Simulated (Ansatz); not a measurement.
# From PBE to G0W0: MgH2 (P4_2/mnm)

How far does one-shot GW move the PBE gap of MgH2 (P4_2/mnm)?

Program: Ansatz 0.2.0. Level of theory: PBE, then G0W0 on it, plane waves, PAW. Results are calculated unless marked as measured.

**What was measured.**

- Gap 5.6 ± 0.1 eV: optical band gap from transmission onset (total and diffuse); optical transmission and ellipsometry; 300 K; film (polycrystalline Pd-capped film on quartz, hydrogenated at 100 bar and 100 C, measured in 1 bar H2) (“Optical properties of MgH2 measured in situ in a novel gas cell for ellipsometry/spectrophotometry”, 2003, arxiv:cond-mat/0305418).

### 1. Set-up

Symmetry: P4_2/mnm, No. 136, tetragonal system. Conventional cell: a = 4.517 Å, b = 4.517 Å, c = 3.021 Å, α = 90.00°, β = 90.00°, γ = 90.00°. Nearest to Mg lie 6 H at 1.95 Å. Nearest to H lie 3 Mg at 1.95 Å. Farther neighbours are not listed.

The cell and positions come from the Crystallography Open Database and are kept as given unless a step says otherwise. The default PAW set here is soft_2. Its files were made with PBE.

### 2. The PBE band structure

Levels along a band path and on the mesh show where this functional puts the band edges.

This step: DFT, PBE, plane waves, PAW.

input.yaml reads:

```yaml
crystal:
  lattice:
    - [4.5168, 0.0, 0.0]
    - [0.0, 4.5168, 0.0]
    - [0.0, 0.0, 3.0205]
  atoms:
    - { symbol: Mg, position: [0.0, 0.0, 0.0] }
    - { symbol: Mg, position: [0.5, 0.5, 0.5] }
    - { symbol: H, position: [0.306, 0.306, 0.0] }
    - { symbol: H, position: [0.194, 0.806, 0.5] }
    - { symbol: H, position: [0.694, 0.694, 0.0] }
    - { symbol: H, position: [0.806, 0.194, 0.5] }
kpoints:
  mp_grid: { grid: [6, 6, 8] }
  band_path:
    path:
      - [[0.0, 0.0, 0.0], [0.0, 0.5, 0.0], [0.5, 0.5, 0.0], [0.0, 0.0, 0.0], [0.0, 0.0, 0.5], [0.0, 0.5, 0.5], [0.5, 0.5, 0.5], [0.0, 0.0, 0.5]]
      - [[0.0, 0.5, 0.0], [0.0, 0.5, 0.5]]
      - [[0.5, 0.5, 0.0], [0.5, 0.5, 0.5]]
    npoints: 10
hamiltonian:
  xc: pbe
scf:
  occupations: { method: fermi_dirac, width: 0.02 }
  n_extra_bands: 6
output:
  eigenvalues: true
  forces: true
  stress: true
  write_density: true
  write_potential: true
  elf: true
  volumetric_format: npy
```

Launch:

```bash
$ ansatz run input.yaml --threads 3 --pin off --max-ram 92160MiB --backend cuda --events-out ev --progress --plain --runs-dir out --devices 1 --max-vram 13GiB  # rebuilt from the run's record
```

Numbers of over 12 decimals in the logs are rounded to 6 here.

The log of the run:

```text
scf.n_extra_bands = 6 over 12 filled bands (N_el = 24.0): the run solves 18 bands
GPUs: using 1 of 1 available (devices: 1).
Engine: ansatz 0.2.0, x86_64-unknown-linux-gnu
Pseudopotentials: kind: paw
Pseudopotential: Mg, paw, valence charge 10, recommended cutoff 420 eV (normal), Mg.paw.azcp
Pseudopotential: H, paw, valence charge 1, recommended cutoff 420 eV (normal), H.paw.azcp
Functional definition: PBE
  parameter kappa = 0.804
  parameter beta = 0.066725
  exchange = pbe_x(kappa = kappa, mu = beta*pi^2/3)
  correlation = pbe_c(beta = beta)
device memory: the entry about to start is reckoned to put 1.5 GiB on a device that reports 77.1 GiB free (of which the cap on the GPU budget leaves the run 13.0 GiB)
GPU FFT provider: cuFFT
GPU libraries: cuBLAS 13.8.2, cuFFT 12.4.0, cuSOLVER 12.3.4
Crystal: 6 atoms, lattice volume = 61.623 Å³
Basis set: ecut = 420 eV, 1195 PW (Γ), exchange–correlation on 64×64×48 points (8 copies of the dense FFT grid, shifted against one another)
Bands: 18, of which v1, the nominal top of the filled ones, is band 12 counted from 1 (11 counted from 0)
Symmetry: 16 space group operations
Space group: P42/mnm (ITA 136), of the structure as read, at distance tolerance 3.9e-5 Å
k-points: 50 of 288
Non-local potential: Mg, projectors of the file, l = 0: 3, l = 1: 2, l = 2: 1
Non-local potential: H, projectors of the file, l = 0: 2, l = 1: 1
PAW form: soft (Blöchl's): semilocal exchange-correlation on the pseudo side does not see the compensation charge
PAW one-centre angular grid: Mg, 110 points (default); XC on 64 Gauss nodes
PAW one-centre angular grid: H, 110 points (default); XC on 64 Gauss nodes
Initial density: superposition of atomic densities (neutral atoms: chi_scale 0, normalization atom), corrected by the library's trained network
Initial wavefunctions: pseudopotential atomic-orbital guess
GPU buffer pool allocated for 24576 grid points (all kernels)
GPU transforms: local potential and band sums: pruned to the plane-wave sphere, on 32×32×24
Functional: x = pbe(κ = 0.804, μ = 0.219515), c = pbe(β = 0.066725)
SCF iter   1: F=—  HF=-3912.184057 eV  |F-HF|=—  |Δ(HF+E_count)|=         —  Δρ=4.32e-4  dr2=5.74e-5  ethr=1.77e-3  ⟨swp⟩=5.8  Hψ=4562  notcnv=0
preconditioner: auto → none  [insulator: Δε(μ)=3.797 eV  Ē_g=10.043 eV  σ=0.020 eV  W_gap=1.00  n_scr=10 (ndim 8)  ℏωp=13.4 eV  f_vac=0.000  D(μ)=0.00/eV (n_scr^D=0)  ε∞_Penn≈2.8]
SCF iter   2: F=—  HF=-3912.184497 eV  |F-HF|=—  |Δ(HF+E_count)|=   4.40e-4  Δρ=1.94e-4  dr2=8.06e-6  ethr=2.39e-7  ⟨swp⟩=2.8  Hψ=2076  notcnv=0  defer=23
SCF iter   3: F=—  HF=-3912.184553 eV  |F-HF|=—  |Δ(HF+E_count)|=   5.58e-5  Δρ=5.18e-5  dr2=4.91e-7  ethr=3.36e-8  ⟨swp⟩=2.0  Hψ=1300  notcnv=0  defer=23
iter 4 did not close the SCF: its close was put off for the readings that it lacked (scf_convergence_deferred on its scf_iter line)
SCF iter   4: F=-3912.184559 eV  HF=-3912.184559 eV  |F-HF|=3.05e-7  |Δ(HF+E_count)|=   5.90e-6  Δρ=1.53e-5  dr2=5.92e-8  ethr=2.05e-9  ⟨swp⟩=2.0  Hψ=1000  notcnv=0  defer=24
iter 5 did not close the SCF: its close was put off for the readings that it lacked (scf_convergence_deferred on its scf_iter line)
SCF iter   5: F=-3912.184559 eV  HF=-3912.184559 eV  |F-HF|=5.63e-10  |Δ(HF+E_count)|=   3.30e-7  Δρ=9.26e-7  dr2=4.35e-10  ethr=2.47e-10  ⟨swp⟩=2.0  Hψ=1400  notcnv=0  defer=24
SCF iter   6: F=-3912.184559 eV  HF=-3912.184559 eV  |F-HF|=5.18e-11  |Δ(HF+E_count)|=  5.91e-10  Δρ=1.72e-7  dr2=8.93e-12  ethr=1.81e-12  ⟨swp⟩=6.7  Hψ=4689  notcnv=0
SCF 1 converged in 6 iterations: F = -3912.184559 eV  dr2 = 8.93e-12
  greatest PAW one-centre occupation: 1.000 electrons in one spin orbital (limit 2), on the Mg atom at site 1 (counted from 0), in its partial waves of l = 0
device memory: the entry about to start is reckoned to put 1.6 GiB on a device that reports 74.5 GiB free (of which the cap on the GPU budget leaves the run 13.0 GiB)
NSCF: frozen V_eff on 93 k-points, pencils in batches of 32, up to order 80
SCF converged after 6 iterations
Free energy (F): -3912.184559 eV
Harris-Foulkes:  -3912.184559 eV  (|F-HF|=5.18e-11)
Internal energy: -3912.184559 eV  (E = F + TS)
E sigma→0 (E₀):  -3912.184559 eV
Fermi energy:    3.687045 eV
--- Per-component energies (eV) ---
  E_band       = -753.008533
  E_kinetic    = 207.816606
  E_local      = -3454.350123  (includes V_loc(G=0)·N_el)
  E_nonlocal   = 195.967844
  E_hartree    = 1239.208844
  E_xc         = -95.016295
  E_vxc        = -122.626578  (∫ρ·V_xc dr)
  E_paw        = -586.671100  (= ΣΔE_a)
  E_vpaw       = -58.228698  (= ΣTr[D̂ρ^β])
  E_aug_tail   = -0.005291  (compensation charges beyond the density's cutoff)
  E_ewald      = -1419.135044
  E_smearing   = -0.000000  (= −TS)
  E_closure    = -0.000000  (closes the sum)
  Σ components = -3912.184559   (vs F -3912.184559, Δ=0.00e0)
--- Forces (eV/Å), atoms counted from 1 ---
  atom   1  Mg     0.00000000    -0.00000000     0.00000000
  atom   2  Mg     0.00000000     0.00000000     0.00000000
  atom   3  H     -0.04128562    -0.04128562     0.00000000
  atom   4  H      0.04128562    -0.04128562     0.00000000
  atom   5  H      0.04128562     0.04128562     0.00000000
  atom   6  H     -0.04128562     0.04128562     0.00000000
  max |Σ_I F_I| component: 6.94e-18 eV/Å
--- Stress (GPa, compression-positive) ---
       -0.062651       0.000000       0.000000
        0.000000      -0.062651       0.000000
        0.000000       0.000000      -0.213690
  P = ⅓ Tr σ = -0.1130 GPa (-1.130 kbar)
--- Band table (eV; the first three rows and the last of 50) ---
  k-point 0: bands = [... 8 lower, -4.6186, 0.3699, 0.3699, 1.3012, 6.5357, 6.8848, 10.9141, 10.9141, ... 2 higher]
  k-point 1: bands = [... 8 lower, -4.3850, 0.5232, 0.5232, 1.3052, 6.7920, 6.9673, 10.6168, 11.0431, ... 2 higher]
  k-point 2: bands = [... 8 lower, -3.6975, 0.9414, 0.9414, 1.0854, 6.9308, 7.5610, 9.3798, 10.7555, ... 2 higher]
  k-point 49: bands = [... 8 lower, -0.0993, -0.0993, 0.8679, 0.8679, 5.6487, 5.6487, 5.9761, 5.9761, ... 2 higher]
```

The job ended after 6.3 s (1 × NVIDIA H100 80GB HBM3 (shared by 6 runs) with 3 threads of AMD EPYC 7R13 (Zen 3), shared host; peak memory 0.91 GiB).

Numbers from this step:

```yaml
pressure: -0.1130 GPa
filled_bands: 12
gap: 3.720 eV
valence_top_at: k = (0.167, 0.167, 0.125)
conduction_bottom_at: k = (0.400, 0.400, 0.500)
least_direct_gap: 4.519 eV
```

Over mesh and path the gap is 3.720 eV, from k = (0.167, 0.167, 0.125) to k = (0.400, 0.400, 0.500). The least direct gap found is 4.519 eV, at k = (0.350, 0.350, 0.500). On the 6×6×8 mesh alone the same run gives 3.800 eV, so that mesh misses an edge of PBE: 3.800 − 3.720 = +0.080 eV.

Electronic bands along the path, in eV, zero at the top of the highest nominally filled band:

```csv
point,band 9,band 10,band 11,band 12,band 13,band 14,band 15,band 16
Γ,-6.40,-1.41,-1.41,-0.48,4.76,5.11,9.14,9.14
halfway,-5.98,-2.96,-1.14,-0.04,4.76,6.48,7.14,10.06
X,-4.78,-4.78,-0.48,-0.48,5.34,5.34,10.08,10.08
halfway,-4.43,-4.43,-1.49,-1.49,6.78,6.78,10.24,10.24
M,-3.73,-3.73,-2.68,-2.68,9.05,9.05,9.13,9.13
halfway,-5.58,-2.97,-2.14,-0.36,5.73,6.82,8.11,10.06
Γ,-6.40,-1.41,-1.41,-0.48,4.76,5.11,9.14,9.14
halfway,-5.47,-0.84,-0.84,-0.69,5.15,5.78,7.60,8.98
Z,-2.99,-2.99,-0.06,-0.06,6.27,6.27,6.82,6.82
halfway,-2.71,-2.71,-0.45,-0.45,5.34,5.34,7.31,7.31
R,-2.26,-2.26,-1.04,-1.04,5.16,5.16,6.84,6.84
halfway,-2.09,-2.09,-0.96,-0.96,4.25,4.25,5.38,5.38
A,-1.88,-1.88,-0.91,-0.91,3.87,3.87,4.20,4.20
halfway,-2.50,-2.42,-0.73,-0.52,4.15,5.03,5.97,6.65
Z,-2.99,-2.99,-0.06,-0.06,6.27,6.27,6.82,6.82
jump to X,-4.78,-4.78,-0.48,-0.48,5.34,5.34,10.08,10.08
halfway,-3.94,-3.94,-0.29,-0.29,5.84,5.84,7.30,7.30
R,-2.26,-2.26,-1.04,-1.04,5.16,5.16,6.84,6.84
jump to M,-3.73,-3.73,-2.68,-2.68,9.05,9.05,9.13,9.13
halfway,-2.98,-2.98,-1.98,-1.98,6.43,6.43,6.77,6.77
A,-1.88,-1.88,-0.91,-0.91,3.87,3.87,4.20,4.20
```

The electronic bands as a text plot (rows in eV, shown from -8.0 to 8.0 only):

```
    7.7 |   +    +  ++      ++++                +    + +   ++
    7.0 |  +    +     +        ++++++++        + ++   + ++  ++
    6.3 |  ++        +        +  +     +      +++++          +
    5.7 | +  +++      ++    ++ ++ ++    +    +++++ +++++
    5.0 |+++++         ++++++++     ++++ +  +++         ++    ++
    4.3 |                               + ++++++               ++
    3.7 |                                +++++
    3.0 |
    2.3 |
    1.7 |
    1.0 |
    0.3 |
   -0.3 |******       ******* *******         **********
   -1.0 | ***  *     *     ****      **********         **     **
   -1.7 |*      *   *  ****    *         ****                ** *
   -2.3 | *      *******        *   *****   ****        ***** **
   -3.0 |  *         **          ***            ***    *    **
   -3.7 |   *     ***           *                     *   **
   -4.3 |    * ***  *          *                   ***
   -5.0 |    **      *        *
   -5.7 |  **         *     **
   -6.3 |**            *****
   -7.0 |
   -7.7 |
         Γ   X    M      Γ       Z    R    A     Z|X    R|M     A
```

Valence density in the ab plane at fractional z = 0.000, with atoms of Mg and H within 0.2 Å of it. It is the smooth field of the valence electrons, not physical close to the nuclei.

Ten steps, logarithmic in the rise over the least value, from '0' (0 e/Å³) to '9' (26 e/Å³), each cell a mean:
```
97200000000048
53000000011114
00000000122110
00000001233210
00000001233210
00000000122100
00000000011000
00011110000000
00123210000000
00134310000000
00123210000000
31111100000002
86100000000037
98300000000059
```
Columns run along a (4.5 Å), rows up along b (4.5 Å). Atoms in or near the plane, at fractional coordinates: Mg at (0.00, 0.00), H at (0.31, 0.31), H at (0.69, 0.69).

ELF in the ab plane at fractional z = 0.000, with atoms of Mg and H within 0.2 Å of it. It is the smooth field of the valence electrons, not physical close to the nuclei.

Ten even steps from '_' (0.29 × 1e-1) to '@' (9.99 × 1e-1), each cell a mean:
```
----..__________::==::__::--
--::__________--##%%%%--..::
____________..##@@@@@@%%--__
____________--%%@@@@@@@@%%::
____________--%%@@@@@@@@%%==
________....::++@@@@@@@@##::
____--****++----++%%%%##--__
__--##@@@@@@**--::----..____
..++@@@@@@@@@@++..__________
..++@@@@@@@@@@**..__________
__::##@@@@@@@@**____________
..__..##@@@@##--__________..
----__::++++--__________::--
::--..__....____________----
```
Columns run along a (4.5 Å), rows up along b (4.5 Å). Atoms in or near the plane, at fractional coordinates: Mg at (0.00, 0.00), H at (0.31, 0.31), H at (0.69, 0.69).

(Part 1 of 2 ends here.)

[Paths, hosts, dates, memory and timing lines, banners, echoed tables and standing remarks are left out of the program output.]

[Logs are printed without paths, hosts, clocks, repeated set-up lines and the standing remarks that a program may print on its own settings, such as how far it seeks lower states.]

[Runs of the session that timed out or met a known fault of the program may be left out.]

[Cells called generated may have been cut or substituted from an entry of the Crystallography Open Database or the Materials Project.]

[Hosts, paths, dates, database ids (printed as entryN), source tags and the programs' standing remarks are cut or masked in the printed files.]

[Where an RPA ε∞ is given, it is that of the G0W0 mesh and is not shown converged in it. Names of k-points follow the symmetry that the program found, which can be lower than the space group named. Band edges on a path are those of the sampled points; other points can move an edge, and change direct to indirect where valleys lie close.]

[Hybrid gaps are those of their k-mesh and are not shown converged in it.]
